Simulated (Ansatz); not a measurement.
**Work function of Na(100): what the settings cost and change**

Aim: the work function of Na(100) across levels of theory at one geometry.

Calculated with Ansatz 0.2.0; plane-wave DFT, PBE, Ansatz PAW, in the first sound run; inputs show where later runs differ.

### Step 1. Starting point

The cell holds 7 atoms: 7 Na. Cell: a = 4.230 Å, b = 4.230 Å, c = 30.690 Å, α = 90.0°, β = 90.0°, γ = 90.0°. Vacuum lies along c.

### Step 2. Run, setting PBE, Ansatz PAW (420 eV)

A work function rests on the faint tail of the density, so the SCF threshold is tight. PBE on the default files comes first; the next runs keep the geometry and change functional or files, each at the cutoff that its files recommend; a relaxation and, for heavy metals, spin-orbit coupling close the ladder.

Contents of input.yaml:

```yaml
crystal:
  lattice:
    - [4.23, 0.0, 0.0]
    - [0.0, 4.23, 0.0]
    - [0.0, 0.0, 30.69]
  atoms:
    - { symbol: Na, position: [0.0, 0.0, 0.293255132] }
    - { symbol: Na, position: [0.5, 0.5, 0.362170088] }
    - { symbol: Na, position: [0.0, 0.0, 0.431085044] }
    - { symbol: Na, position: [0.5, 0.5, 0.5] }
    - { symbol: Na, position: [0.0, 0.0, 0.568914956] }
    - { symbol: Na, position: [0.5, 0.5, 0.637829912] }
    - { symbol: Na, position: [0.0, 0.0, 0.706744868] }
kpoints:
  mp_grid: { grid: [10, 10, 1] }
hamiltonian:
  xc: pbe
scf:
  occupations: { method: fermi_dirac, width: 0.1 }
  convergence: { dr2_threshold: 1.0e-09 }
efield:
  axis: 3
  dipole_correction: true
  ramp_position: 0.97
  ramp_width: 0.06
output:
  write_potential: true
  write_density: true
  volumetric_format: npy
  elf: true
```

Command:

```console
ansatz run input.yaml --threads 2 --pin off --max-ram 3072MiB --backend cpu --events-out ev --progress --plain --runs-dir out
```

Numbers of over 12 decimals in the logs are rounded to 6 here.

Output:

```text
Engine: ansatz 0.2.0, aarch64-unknown-linux-gnu
Pseudopotentials: kind: paw
Pseudopotential: Na, paw, valence charge 9, recommended cutoff 420 eV (normal), Na.paw.azcp
Functional definition: PBE
  parameter kappa = 0.804
  parameter beta = 0.066725
  exchange = pbe_x(kappa = kappa, mu = beta*pi^2/3)
  correlation = pbe_c(beta = beta)
Crystal: 7 atoms, lattice volume = 549.133 Å³
Basis set: ecut = 420 eV, 10587 PW (Γ)
Bands: 39, of which v1, the nominal top of the filled ones, is band 32 counted from 1 (31 counted from 0)
Symmetry: 8 space group operations
k-points: 21 of 100
Non-local potential: Na, projectors of the file, l = 0: 3, l = 1: 2, l = 2: 1
PAW form: soft (Blöchl's): semilocal exchange-correlation on the pseudo side does not see the compensation charge
PAW one-centre angular grid: Na, 110 points (default); XC on 64 Gauss nodes
Initial density: superposition of atomic densities (neutral atoms: chi_scale 0, normalization atom), corrected by the library's trained network
Initial wavefunctions: pseudopotential atomic-orbital guess
Functional: x = pbe(κ = 0.804, μ = 0.219515), c = pbe(β = 0.066725)
SCF iter   1: F=—  HF=-10404.504427 eV  |F-HF|=—  |Δ(HF+E_count)|=         —  Δρ=1.47e-3  dr2=5.93e-1  ethr=1.77e-3  p=0.000 e·Å  D=5.34e-14 V/Å  ΔV_dip=-0.00 eV  dr2_dipole=1.45e-11  V_vac-E_F(+/−)=2.73/2.73 eV  ⟨swp⟩=10.7  Hψ=4231  notcnv=0
efield: sawtooth ramp at fractional position 0.9700 (set: `efield.ramp_position`, or a place that a band, a saddle search or an elastic batch's reference lends), width 0.0600; the density the first Hamiltonian is built on has a dipole p = 0.000 e·Å; the dipole correction subtracts the counter field D = 5.34e-14 V/Å, which shifts the + side's vacuum level by -0.00 eV against the − side's; the planar-averaged density in the ramp window peaks in size at 9.8e-6 e/Å³
preconditioner: auto → LDOS  [metal: Δε(μ)=0.045 eV  Ē_g=2.927 eV  σ=0.100 eV  W_gap=0.11  n_scr=62 (ndim 8)  ℏωp=4.2 eV  f_vac=0.471  D(μ)=3.79/eV (n_scr^D=10)  β→1.0]
SCF iter   2: F=—  HF=-10404.467478 eV  |F-HF|=—  |Δ(HF+E_count)|=   3.69e-2  Δρ=3.59e-4  dr2=2.50e-3  ethr=9.41e-4  p=0.000 e·Å  D=1.91e-6 V/Å  ΔV_dip=-0.00 eV  dr2_dipole=1.67e-9  V_vac-E_F(+/−)=2.67/2.67 eV  ⟨swp⟩=2.2  Hψ=1046  notcnv=0
SCF iter   3: F=—  HF=-10404.467684 eV  |F-HF|=—  |Δ(HF+E_count)|=   2.06e-4  Δρ=2.13e-4  dr2=3.95e-4  ethr=3.97e-6  p=0.000 e·Å  D=1.20e-6 V/Å  ΔV_dip=-0.00 eV  dr2_dipole=1.03e-9  V_vac-E_F(+/−)=2.67/2.67 eV  ⟨swp⟩=2.0  Hψ=1399  notcnv=0
SCF iter   4: F=—  HF=-10404.467628 eV  |F-HF|=—  |Δ(HF+E_count)|=   5.64e-5  Δρ=7.95e-5  dr2=2.71e-5  ethr=6.26e-7  p=0.000 e·Å  D=1.08e-6 V/Å  ΔV_dip=-0.00 eV  dr2_dipole=1.94e-10  V_vac-E_F(+/−)=2.67/2.67 eV  ⟨swp⟩=2.0  Hψ=1485  notcnv=0
SCF iter   5: F=—  HF=-10404.467616 eV  |F-HF|=—  |Δ(HF+E_count)|=   1.16e-5  Δρ=1.22e-5  dr2=2.38e-6  ethr=4.31e-8  p=0.000 e·Å  D=6.71e-7 V/Å  ΔV_dip=-0.00 eV  dr2_dipole=4.04e-11  V_vac-E_F(+/−)=2.67/2.67 eV  ⟨swp⟩=2.0  Hψ=1495  notcnv=0
SCF iter   6: F=—  HF=-10404.467642 eV  |F-HF|=—  |Δ(HF+E_count)|=   2.59e-5  Δρ=1.87e-6  dr2=1.17e-7  ethr=3.78e-9  p=0.000 e·Å  D=1.65e-7 V/Å  ΔV_dip=-0.00 eV  dr2_dipole=4.46e-12  V_vac-E_F(+/−)=2.67/2.67 eV  ⟨swp⟩=2.0  Hψ=916  notcnv=0
SCF iter   7: F=—  HF=-10404.467642 eV  |F-HF|=—  |Δ(HF+E_count)|=   2.31e-8  Δρ=4.59e-7  dr2=9.37e-9  ethr=1.85e-10  p=0.000 e·Å  D=3.93e-8 V/Å  ΔV_dip=-0.00 eV  dr2_dipole=4.62e-14  V_vac-E_F(+/−)=2.67/2.67 eV  ⟨swp⟩=2.0  Hψ=892  notcnv=0
SCF iter   8: F=-10404.467642 eV  HF=-10404.467642 eV  |F-HF|=5.22e-10  |Δ(HF+E_count)|=  6.60e-10  Δρ=3.21e-7  dr2=6.19e-10  ethr=1.59e-12  p=0.000 e·Å  D=1.38e-8 V/Å  ΔV_dip=-0.00 eV  dr2_dipole=3.70e-14  V_vac-E_F(+/−)=2.67/2.67 eV  ⟨swp⟩=6.6  Hψ=2361  notcnv=0
SCF 1 converged in 8 iterations: F = -10404.467642 eV  dr2 = 6.19e-10
  greatest PAW one-centre occupation: 0.999 electrons in one spin orbital (limit 2), on the Na atom at site 6 (counted from 0), in its partial waves of l = 0
WARN: The output density's exchange-correlation potential varies sharply where the density is thin. Do not read a vacuum level from v_tot or v_xc, or from such a field of the output density. On a cell that repeats whose density bears no net charge and no dipole along the vacuum's axis use v_es (v_loc + v_h of the components); under efield.dipole_correction with no amplitude use v_es + v_field, which holds any externa [...]
SCF converged after 8 iterations
Free energy (F): -10404.467642 eV
Harris-Foulkes:  -10404.467642 eV  (|F-HF|=5.22e-10)
Internal energy: -10404.340023 eV  (E = F + TS)
E sigma→0 (E₀):  -10404.403832 eV
Entropy (-TS):   -0.127619 eV (-18.231 meV/atom)
Fermi energy:    -0.521525 eV
Dipole field:    D = -0.000000 V/Å  (p = -0.000000 e·Å, saw-weighted, corrected)
Work function:   Φ+ = 2.6652 eV   Φ− = 2.6652 eV
Levels:          The Fermi level and band energies are counted from a zero that moves with the ramp; work functions are not
--- Per-component energies (eV) ---
  E_band       = -1837.753569
  E_kinetic    = 840.085497
  E_local      = -38089.265162  (includes V_loc(G=0)·N_el)
  E_nonlocal   = 805.474614
  E_hartree    = 17614.542163
  E_xc         = -267.381625
  E_vxc        = -343.508472  (∫ρ·V_xc dr)
  E_paw        = -1842.189389  (= ΣΔE_a)
  E_vpaw       = -279.619715  (= ΣTr[D̂ρ^β])
  E_aug_tail   = -0.000219  (compensation charges beyond the density's cutoff)
  E_efield     = 0.000000  (sawtooth field / dipole correction)
  E_vefield    = 0.000000  (∫n·V_field dr)
  E_ewald      = 10534.394098
  E_smearing   = -0.127619  (= −TS)
  E_closure    = 0.000000  (closes the sum)
  Σ components = -10404.467642   (vs F -10404.467642, Δ=0.00e0)
--- Band table (eV; the first three rows and the last of 21) ---
  k-point 0: bands = [... 28 lower, -3.6365, -3.2436, -2.5992, -1.7470, -0.7788, 0.1943, 1.1095, 1.8889, ... 3 higher]
  k-point 1: bands = [... 28 lower, -3.5499, -3.1576, -2.5140, -1.6628, -0.6960, 0.2750, 1.1884, 1.9669, ... 3 higher]
  k-point 2: bands = [... 28 lower, -3.2912, -2.9004, -2.2592, -1.4110, -0.4486, 0.5139, 1.3936, 1.6701, ... 3 higher]
  k-point 20: bands = [... 28 lower, 0.3312, 0.3312, 0.6859, 0.6859, 0.7651, 0.8122, 1.0932, 1.2538, ... 3 higher]
```

Elapsed: 22 s, on 2 threads of Arm Neoverse V2, shared host; peak memory 0.84 GiB; 43 s of CPU time.

In the SCF lines HF is the Harris–Foulkes energy and dr2 the Hartree energy of the density residual, in eV; the loop may stop once dr2 is under the threshold and the program's other checks hold. Hψ counts applications of the Hamiltonian.

This step gave:

```yaml
energy_at_zero_smearing: -10404.4038 eV
work_function_upper_face: 2.665 eV
```

Running mean over 2.115 Å of the planar mean; the ramp of the sawtooth is left out. The electron's electrostatic potential energy less the Fermi level by z:

| z (Å) | electron's electrostatic potential energy less the Fermi level (eV) |
| --- | --- |
| 4 | 2.66 |
| 5 | 2.65 |
| 6 | 2.58 |
| 7 | 2.23 |
| 8 | 0.451 |
| 9 | -0.894 |
| 10 | -0.917 |
| 11 | -0.873 |
| 12 | -0.882 |
| 13 | -0.871 |
| 14 | -0.868 |
| 15 | -0.879 |
| 16 | -0.876 |
| 17 | -0.866 |
| 18 | -0.876 |
| 19 | -0.880 |
| 20 | -0.877 |
| 21 | -0.939 |
| 22 | -0.754 |
| 23 | 1.29 |
| 24 | 2.40 |
| 25 | 2.62 |
| 26 | 2.66 |
| 27 | 2.66 |

Electrostatic potential energy in the ca plane at fractional y = 0.000, with atoms of Na within 0.2 Å of it. With pseudopotentials it is smooth inside the atoms' cores, unlike the true potential.

Values in eV, 6 rows by 16 columns, each cell a mean:
```
  2  -1 -26 -12   1   1 -19 -20   0   1 -11 -28  -2   1   2   2
  2   1  -2  -1   2   1  -1  -1   1   2   0  -2   0   2   2   2
  2   2   2   2   2   2   2   2   2   2   2   1   2   2   2   2
  2   2   1   1   2   2   1   1   2   2   1   1   1   2   2   2
  2   1  -5  -2   2   1  -4  -4   1   2  -2  -6   0   2   2   2
  2  -1 -34 -16   1   0 -25 -27   0   1 -15 -36  -3   1   2   2
```
Columns run along c (16.0 Å, from fractional 0.35 to 0.87 of the cell; values clipped at the 3rd and 97th percentile), rows up along a (4.2 Å). Atoms in or near the plane, at fractional coordinates: Na at (0.43, 0.00), Na at (0.57, 0.00), Na at (0.71, 0.00).

ELF in the ca plane at fractional y = 0.000, with atoms of Na within 0.2 Å of it. It is the smooth field of the valence electrons, not physical close to the nuclei.

Ten even steps from '0' (0.00) to '9' (0.67), each cell a mean:
```
57620486860167510776840267502877820133210000
67740157620367620267510477620377400233210000
88763000002577751000003678851000001443110000
87776421236777776321246777886321235543100000
87777776777777777776777777899988887642100000
87777777788777778877777777899999987642100000
87777654467777777644567777888754566642100000
87764100014777764100025777873100013543100000
77751013200477740023101577730133100343210000
67630288840267620588820367511688710133210000
57620574671157511764850267403855830133210000
```
Columns run along c (16.0 Å, from fractional 0.35 to 0.87 of the cell), rows up along a (4.2 Å). Atoms in or near the plane, at fractional coordinates: Na at (0.43, 0.00), Na at (0.57, 0.00), Na at (0.71, 0.00).

Valence density in the ca plane at fractional y = 0.000, with atoms of Na within 0.2 Å of it. It is the smooth field of the valence electrons, not physical close to the nuclei.

Ten steps, logarithmic in the rise over the least value, from '0' (0 e/Å³) to '9' (17 e/Å³), each cell a mean:
```
00000279840000000489720000001688510000000000
00000034310000000134200000000244200000000000
00000000000000000000000000000000000000000000
00000000000000000000000000000000000000000000
00000000000000000000000000000000000000000000
00000000000000000000000000000000000000000000
00000000000000000000000000000000000000000000
00000000000000000000000000000000000000000000
00000011100000000011100000000111000000000000
00000157620000000267510000001477400000000000
00000389950000001599820000001699610000000000
```
Columns run along c (16.0 Å, from fractional 0.35 to 0.87 of the cell), rows up along a (4.2 Å). Atoms in or near the plane, at fractional coordinates: Na at (0.43, 0.00), Na at (0.57, 0.00), Na at (0.71, 0.00).

The work function is 2.665 eV.

### Step 3. Slab

This step: plane-wave DFT, LDA, Ansatz PAW (Ansatz 0.2.0).

input.yaml, as its differences from that of step 2:

```diff
@@ -16,3 +16,3 @@
 hamiltonian:
-  xc: pbe
+  xc: lda
 scf:
@@ -29,2 +29 @@
   volumetric_format: npy
-  elf: true
```

Output:

```text
[...]
Crystal: 7 atoms, lattice volume = 549.133 Å³
Basis set: ecut = 420 eV, 10587 PW (Γ)
Bands: 39, of which v1, the nominal top of the filled ones, is band 32 counted from 1 (31 counted from 0)
Symmetry: 8 space group operations
k-points: 21 of 100
[...]
k-point 1: bands = [... 28 lower, -3.6901, -3.2983, -2.6538, -1.7995, -0.8286, 0.1408, 1.0533, 1.8737, ... 3 higher]
  k-point 2: bands = [... 28 lower, -3.4314, -3.0411, -2.3990, -1.5477, -0.5808, 0.3812, 1.2647, 1.5312, ... 3 higher]
  k-point 20: bands = [... 28 lower, 0.2184, 0.2184, 0.5699, 0.5699, 0.5906, 0.6380, 0.9222, 1.0862, ... 3 higher]
[key lines of the parts left out:]
SCF converged after 8 iterations
Free energy (F): -10265.624787 eV
Fermi energy:    -0.658754 eV
Dipole field:    D = -0.000000 V/Å  (p = -0.000000 e·Å, saw-weighted, corrected)
Work function:   Φ+ = 2.7766 eV   Φ− = 2.7766 eV
```

Run time: 21 s. Hardware: 2 threads; peak memory 0.82 GiB; 42 s of CPU time.

The work function is 2.777 eV, +0.111 eV from the run “PBE, Ansatz PAW (420 eV)”, at 0.98 times its CPU time.

### Step 4. Slab

This step: plane-wave DFT, PBEsol, Ansatz PAW (Ansatz 0.2.0).

input.yaml, as its differences from that of step 3:

```diff
@@ -16,3 +16,3 @@
 hamiltonian:
-  xc: lda
+  xc: pbesol
 scf:
```

Output:

```text
[...]
Crystal: 7 atoms, lattice volume = 549.133 Å³
Basis set: ecut = 420 eV, 10587 PW (Γ)
Bands: 39, of which v1, the nominal top of the filled ones, is band 32 counted from 1 (31 counted from 0)
Symmetry: 8 space group operations
k-points: 21 of 100
[...]
k-point 1: bands = [... 28 lower, -3.5609, -3.1692, -2.5248, -1.6733, -0.7127, 0.2499, 1.1704, 1.9814, ... 3 higher]
  k-point 2: bands = [... 28 lower, -3.3024, -2.9122, -2.2702, -1.4218, -0.4656, 0.4882, 1.3725, 1.6554, ... 3 higher]
  k-point 20: bands = [... 28 lower, 0.3080, 0.3080, 0.6619, 0.6619, 0.7596, 0.8070, 1.0874, 1.2446, ... 3 higher]
[key lines of the parts left out:]
SCF converged after 8 iterations
Free energy (F): -10330.586632 eV
Fermi energy:    -0.535924 eV
Dipole field:    D = 0.000000 V/Å  (p = 0.000000 e·Å, saw-weighted, corrected)
Work function:   Φ+ = 2.6795 eV   Φ− = 2.6795 eV
```

Elapsed: 21 s, on 2 threads; peak memory 0.84 GiB; 43 s of CPU time.

The work function is 2.679 eV, +0.014 eV from the run “PBE, Ansatz PAW (420 eV)”, at 0.99 times its CPU time.

### Step 5. Run

This step: plane-wave DFT, RPBE, Ansatz PAW (Ansatz 0.2.0).

input.yaml, as its differences from that of step 4:

```diff
@@ -16,3 +16,3 @@
 hamiltonian:
-  xc: pbesol
+  xc: rpbe
 scf:
```

Output:

```text
[...]
Crystal: 7 atoms, lattice volume = 549.133 Å³
Basis set: ecut = 420 eV, 10587 PW (Γ)
Bands: 39, of which v1, the nominal top of the filled ones, is band 32 counted from 1 (31 counted from 0)
Symmetry: 8 space group operations
k-points: 21 of 100
[...]
k-point 1: bands = [... 28 lower, -3.4584, -3.0663, -2.4242, -1.5760, -0.6127, 0.3554, 1.2460, 1.9601, ... 3 higher]
  k-point 2: bands = [... 28 lower, -3.1999, -2.8093, -2.1696, -1.3245, -0.3658, 0.5929, 1.4525, 1.7468, ... 3 higher]
  k-point 20: bands = [... 28 lower, 0.3978, 0.3978, 0.7544, 0.7544, 0.8781, 0.9251, 1.2024, 1.3523, ... 3 higher]
[key lines of the parts left out:]
SCF converged after 9 iterations
Free energy (F): -10423.351270 eV
Fermi energy:    -0.435828 eV
Dipole field:    D = -0.000000 V/Å  (p = -0.000000 e·Å, saw-weighted, corrected)
Work function:   Φ+ = 2.5988 eV   Φ− = 2.5988 eV
```

The job ended after 23 s (2 threads; peak memory 0.84 GiB).

The work function is 2.599 eV, -0.066 eV from the run “PBE, Ansatz PAW (420 eV)”, at 1.0 times its CPU time.

### Step 6. Slab

This step: plane-wave DFT, r2SCAN, Ansatz PAW (Ansatz 0.2.0).

input.yaml, as its differences from that of step 5:

```diff
@@ -16,3 +16,3 @@
 hamiltonian:
-  xc: rpbe
+  xc: r2scan
 scf:
```

Output:

```text
[...]
Crystal: 7 atoms, lattice volume = 549.133 Å³
Basis set: ecut = 500 eV, 13975 PW (Γ), exchange–correlation on 128×128×900 points (64 copies of the dense FFT grid, shifted against one another)
Bands: 39, of which v1, the nominal top of the filled ones, is band 32 counted from 1 (31 counted from 0)
Symmetry: 8 space group operations
k-points: 21 of 100
[...]
k-point 1: bands = [... 28 lower, -3.7404, -3.3215, -2.6329, -1.7234, -0.7064, 0.3215, 1.3263, 2.1844, ... 3 higher]
  k-point 2: bands = [... 28 lower, -3.4632, -3.0458, -2.3594, -1.4524, -0.4399, 0.5747, 1.5213, 1.8612, ... 3 higher]
  k-point 20: bands = [... 28 lower, 0.3277, 0.3277, 0.7160, 0.7160, 1.0020, 1.0583, 1.3331, 1.3711, ... 3 higher]
[key lines of the parts left out:]
SCF converged after 10 iterations
Free energy (F): -10419.814055 eV
Fermi energy:    -0.502636 eV
Dipole field:    D = -0.000000 V/Å  (p = -0.000000 e·Å, saw-weighted, corrected)
Work function:   Φ+ = 2.6646 eV   Φ− = 2.6646 eV
```

It took 52 s on 2 threads; peak memory 1.6 GiB.

The work function is 2.665 eV, -0.001 eV from the run “PBE, Ansatz PAW (420 eV)”, at 2.4 times its CPU time.

### Step 7. Slab

This step: plane-wave DFT, PBE, JTH PAW (Ansatz 0.2.0).

input.yaml, as its differences from that of step 6:

```diff
@@ -16,3 +16,4 @@
 hamiltonian:
-  xc: r2scan
+  xc: pbe
+  pseudopotentials: { kind: paw, source: jth }
 scf:
```

Output:

```text
[...]
k-point 1: bands = [... 28 lower, -3.5413, -3.1484, -2.5041, -1.6522, -0.6844, 0.2882, 1.2033, 1.9833, ... 3 higher]
  k-point 2: bands = [... 28 lower, -3.2825, -2.8911, -2.2491, -1.4001, -0.4366, 0.5275, 1.4098, 1.6901, ... 3 higher]
  k-point 20: bands = [... 28 lower, 0.3417, 0.3417, 0.6986, 0.6986, 0.7876, 0.8346, 1.1156, 1.2763, ... 3 higher]
[key lines of the parts left out:]
SCF converged after 9 iterations
Free energy (F): -10404.578046 eV
Fermi energy:    -0.509269 eV
Dipole field:    D = -0.000000 V/Å  (p = -0.000000 e·Å, saw-weighted, corrected)
Work function:   Φ+ = 2.6660 eV   Φ− = 2.6660 eV
```

Wall time 1.9 min (2 threads); peak memory 2.4 GiB.

The work function is 2.666 eV, +0.001 eV from the run “PBE, Ansatz PAW (420 eV)”, at 5.2 times its CPU time.

(Part 1 of 2 ends here.)

[Logs are printed without paths, hosts, clocks, repeated set-up lines and the standing remarks that a program may print on its own settings, such as how far it seeks lower states.]

[Hosts, paths, dates, database ids (printed as entryN), source tags and the programs' standing remarks are cut or masked in the printed files.]

[Maps of the electrostatic potential energy from Ansatz leave out the sawtooth potential of an applied field or a dipole correction, so their vacuum need not be flat; planar profiles and work functions include it.]
